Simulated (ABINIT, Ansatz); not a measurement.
**Lattice dynamics of AlBiS3 (Pm-3m) in two programs**

Aim: the phonon dispersion of AlBiS3 (Pm-3m), checked by a second program.

Main program and level: ABINIT 10.8.3; DFT LDA, scalar-relativistic, plane waves, HGH norm-conserving pseudopotentials.

The structure was built from a prototype and need not be the compound's stable phase.

## Step 1: The structure

The structure is cubic, space group Pm-3m (No. 221). Conventional cell: a = 4.567 Å, b = 4.567 Å, c = 4.567 Å, α = 90.00°, β = 90.00°, γ = 90.00°. Nearest to Bi lie 12 S at 3.23 Å. Nearest to Al lie 6 S at 2.28 Å. S has 2 Al at 2.28 Å and 4 Bi at 3.23 Å nearest. Farther neighbours and most contacts between anions are not listed.

## Step 2: Relaxation

The harmonic expansion needs vanishing forces, and a free crystal bears no stress, so cell and atoms are brought to rest. Stress is more sensitive to the basis than forces are: the last 3 Ha under the cutoff are smoothed with ecutsm, and the cutoff is raised above that of the later runs.

The starting cell comes from a relaxation made beforehand in Ansatz (LDA, PseudoDojo NC).

relax.abi reads:

```
# relaxation
ionmov 2
optcell 2
dilatmx 1.08
ntime 40
tolmxf 1.0d-05
tolvrs 1.0d-14
prtwf 0
prtden 0
chksymtnons 0

# basis, mesh and filling
ecut 31.0
ecutsm 3.0
ixc 7
ngkpt 6 6 6
nshiftk 1
shiftk 0.0 0.0 0.0
istwfk *1
occopt 7
tsmear 0.01
nband 20
nstep 100
diemac 1000000.0
prtebands 0
prtgsr 0
useylm 1

# cell and atoms
acell 3*1.0 Angstrom
rprim 
    4.566619051 0.0 0.0
    0.0 4.566619051 0.0
    0.0 0.0 4.566619051
ntypat 3
znucl 83 13 16
natom 5
typat 1 2 3 3 3
xred 
    0.0 0.0 0.0
    0.5 0.5 0.5
    0.5 0.5 0.0
    0.5 0.0 0.5
    0.0 0.5 0.5
pp_dirpath "./pseudo"
pseudos "Bi.hgh, Al.hgh, S.hgh"
```

Run with:

```console
$ OMP_NUM_THREADS=1 mpirun -n 4 abinit relax.abi > relax.log
```

Numbers of over 12 decimals in the logs are rounded to 6 here.

relax.abo, the main output file:

```text
[banners, grids, parts of the stress and lines that vanish by symmetry left out]
- input  file    -> relax.abi
- output file    -> relax.abo
- root for input  files -> relaxi
[...]
Symmetries : space group Pm -3 m (#221); Bravais cP (primitive cubic)
[...]
mpw =        6704          nfft =      110592          nkpt =          20
[...]
== DATASET  1 ==================================================================
[...]
cutoff_energies: {ecut:  31.0, pawecutdg:  -1.0, }
[...]
Exchange-correlation functional for the present dataset will be:
  LDA: Perdew-Wang 92 LSD fit to Ceperley-Alder data - ixc=7
[...]
ETOT  1  -38.068832329907    -3.807E+01 2.789E-02 3.342E+03
 ETOT  2  -38.418988434973    -3.502E-01 1.214E-02 4.007E+02
 ETOT  3  -38.492094892984    -7.311E-02 3.490E-03 1.066E+02
 ETOT  4  -38.500632434280    -8.538E-03 4.414E-03 3.886E+01
 ETOT  5  -38.505846050346    -5.214E-03 1.302E-03 1.545E-01
[...]
At SCF step   12       vres2   =  4.98E-16 < tolvrs=  1.00E-14 =>converged.
[...]
sigma(1 1)= -4.87096134E-06  sigma(3 2)=  0.00000000E+00
  sigma(2 2)= -4.87096134E-06  sigma(3 1)=  0.00000000E+00
  sigma(3 3)= -4.87096134E-06  sigma(2 1)=  0.00000000E+00
[...]
convergence: {deltae:  1.663E-12, res2:  4.984E-16, residm:  2.929E-05, diffor: null, }
etotal    :  -3.85058642E+01
[...]
ETOT  1  -38.505862364158    -3.851E+01 1.712E-05 2.328E-02
[...]
At SCF step    8       vres2   =  5.03E-15 < tolvrs=  1.00E-14 =>converged.
[...]
sigma(1 1)= -3.52140494E-06  sigma(3 2)=  0.00000000E+00
  sigma(2 2)= -3.52140494E-06  sigma(3 1)=  0.00000000E+00
  sigma(3 3)= -3.52140494E-06  sigma(2 1)=  0.00000000E+00
[...]
convergence: {deltae:  7.248E-13, res2:  5.030E-15, residm:  7.112E-06, diffor: null, }
etotal    :  -3.85058654E+01
[...]
ETOT  1  -38.505846077663    -3.851E+01 7.418E-06 1.596E-01
[...]
ETOT  8  -38.505866661509     9.237E-14 6.161E-06 3.000E-14
 ETOT  9  -38.505866661509     0.000E+00 2.999E-06 5.147E-16
 At SCF step    9       vres2   =  5.15E-16 < tolvrs=  1.00E-14 =>converged.
[...]
sigma(1 1)= -7.70032575E-09  sigma(3 2)=  0.00000000E+00
  sigma(2 2)= -7.70032575E-09  sigma(3 1)=  0.00000000E+00
  sigma(3 3)= -7.70032575E-09  sigma(2 1)=  0.00000000E+00
[...]
convergence: {deltae:  0.000E+00, res2:  5.147E-16, residm:  2.999E-06, diffor: null, }
etotal    :  -3.85058667E+01
[...]
At Broyd/MD step   3, gradients are converged :
[...]
sigma(1 1)= -7.70032575E-09  sigma(3 2)=  0.00000000E+00
  sigma(2 2)= -7.70032575E-09  sigma(3 1)=  0.00000000E+00
  sigma(3 3)= -7.70032575E-09  sigma(2 1)=  0.00000000E+00
[...]
- sigma(1 1)= -2.26551405E-04  sigma(3 2)=  0.00000000E+00
- sigma(2 2)= -2.26551405E-04  sigma(3 1)=  0.00000000E+00
- sigma(3 3)= -2.26551405E-04  sigma(2 1)=  0.00000000E+00
[...]
fcart     -0.0000000000E+00 -0.0000000000E+00 -0.0000000000E+00
           strten     -7.7003257510E-09 -7.7003257523E-09 -7.7003257523E-09
================================================================================

[key lines of the parts left out:]
pressure_GPa:   2.2655E-04
Total energy (etotal) [Ha]= -3.85058666615093E+01
```

Run time: 66 s. Hardware: 4 MPI ranks of Intel Xeon at 2.70GHz, shared host; 4.4 min of CPU time.

Little changed from the start: no atom moved by 0.005 Å and no cell edge by 0.1 %.

This step gave:

* volume per atom: 19.08 Å³
* pressure: 2.27e-4 GPa
* gap on the k-mesh: 0 eV

## Step 3: Ground state

The response is built on these wavefunctions, so the potential is converged far more tightly than an energy would need. Occupations are smeared.

gs.abi reads:

```
# ground state
tolvrs 1.0d-16
prtden 1
prtwf 1
prtpot 1

# basis, mesh and filling
ecut 24.0
ixc 7
ngkpt 6 6 6
nshiftk 1
shiftk 0.0 0.0 0.0
istwfk *1
occopt 7
tsmear 0.01
nband 20
nstep 100
diemac 1000000.0
prtebands 0
prtgsr 0
useylm 1

# cell and atoms
acell 3*1.0 Angstrom
rprim 
    4.569030356 0.0 0.0
    0.0 4.569030356 0.0
    0.0 0.0 4.569030356
ntypat 3
znucl 83 13 16
natom 5
typat 1 2 3 3 3
xred 
    0.0 0.0 0.0
    0.5 0.5 0.5
    0.5 0.5 0.0
    0.5 0.0 0.5
    0.0 0.5 0.5
pp_dirpath "./pseudo"
pseudos "Bi.hgh, Al.hgh, S.hgh"
```

Run with:

```console
$ OMP_NUM_THREADS=1 mpirun -n 4 abinit gs.abi > gs.log
```

gs.abo, the main output file:

```text
[banners, grids, parts of the stress and lines that vanish by symmetry left out]
- input  file    -> gs.abi
- output file    -> gs.abo
- root for input  files -> gsi
[...]
Symmetries : space group Pm -3 m (#221); Bravais cP (primitive cubic)
[...]
mpw =        3695          nfft =       64000          nkpt =          20
[...]
== DATASET  1 ==================================================================
[...]
cutoff_energies: {ecut:  24.0, pawecutdg:  -1.0, }
[...]
Exchange-correlation functional for the present dataset will be:
  LDA: Perdew-Wang 92 LSD fit to Ceperley-Alder data - ixc=7
[...]
ETOT  1  -38.075632588762    -3.808E+01 2.896E-02 1.926E+03
 ETOT  2  -38.416180334793    -3.405E-01 1.789E-02 2.312E+02
 ETOT  3  -38.488968655669    -7.279E-02 1.614E-03 6.213E+01
 ETOT  4  -38.497538033804    -8.569E-03 2.074E-03 2.279E+01
 ETOT  5  -38.502830827920    -5.293E-03 5.448E-04 9.095E-02
[...]
ETOT 12  -38.502849204120    -1.293E-12 3.090E-04 5.946E-16
 ETOT 13  -38.502849204118     1.542E-12 7.625E-05 1.605E-18
 At SCF step   13       vres2   =  1.61E-18 < tolvrs=  1.00E-16 =>converged.
[...]
sigma(1 1)=  2.11214846E-05  sigma(3 2)=  0.00000000E+00
  sigma(2 2)=  2.11214846E-05  sigma(3 1)=  0.00000000E+00
  sigma(3 3)=  2.11214846E-05  sigma(2 1)=  0.00000000E+00
[...]
convergence: {deltae:  1.542E-12, res2:  1.605E-18, residm:  7.625E-05, diffor: null, }
etotal    :  -3.85028492E+01
[...]
sigma(1 1)=  2.11214846E-05  sigma(3 2)=  0.00000000E+00
  sigma(2 2)=  2.11214846E-05  sigma(3 1)=  0.00000000E+00
  sigma(3 3)=  2.11214846E-05  sigma(2 1)=  0.00000000E+00
[...]
- sigma(1 1)=  6.21415530E-01  sigma(3 2)=  0.00000000E+00
- sigma(2 2)=  6.21415530E-01  sigma(3 1)=  0.00000000E+00
- sigma(3 3)=  6.21415530E-01  sigma(2 1)=  0.00000000E+00
[...]
fcart     -0.0000000000E+00 -0.0000000000E+00 -0.0000000000E+00
           strten      2.1121484558E-05  2.1121484558E-05  2.1121484558E-05
================================================================================

[key lines of the parts left out:]
pressure_GPa:  -6.2142E-01
```

It took 16 s on 4 MPI ranks.

Numbers from this step:

| Property | Result |
| --- | --- |
| pressure | -0.6214 GPa |

The cell stands at -0.62 GPa: the relaxation ran with a smoothed and higher cutoff, and the difference is a stress of the finite basis.

(Continued in part 2 of 4.)

[Host names and launcher messages were left out of these logs when they were recorded.]

[Logs are printed without paths, hosts, clocks, repeated set-up lines and the standing remarks that a program may print on its own settings, such as how far it seeks lower states.]

[Hosts, paths, dates, database ids (printed as entryN), source tags and the programs' standing remarks are cut or masked in the printed files.]
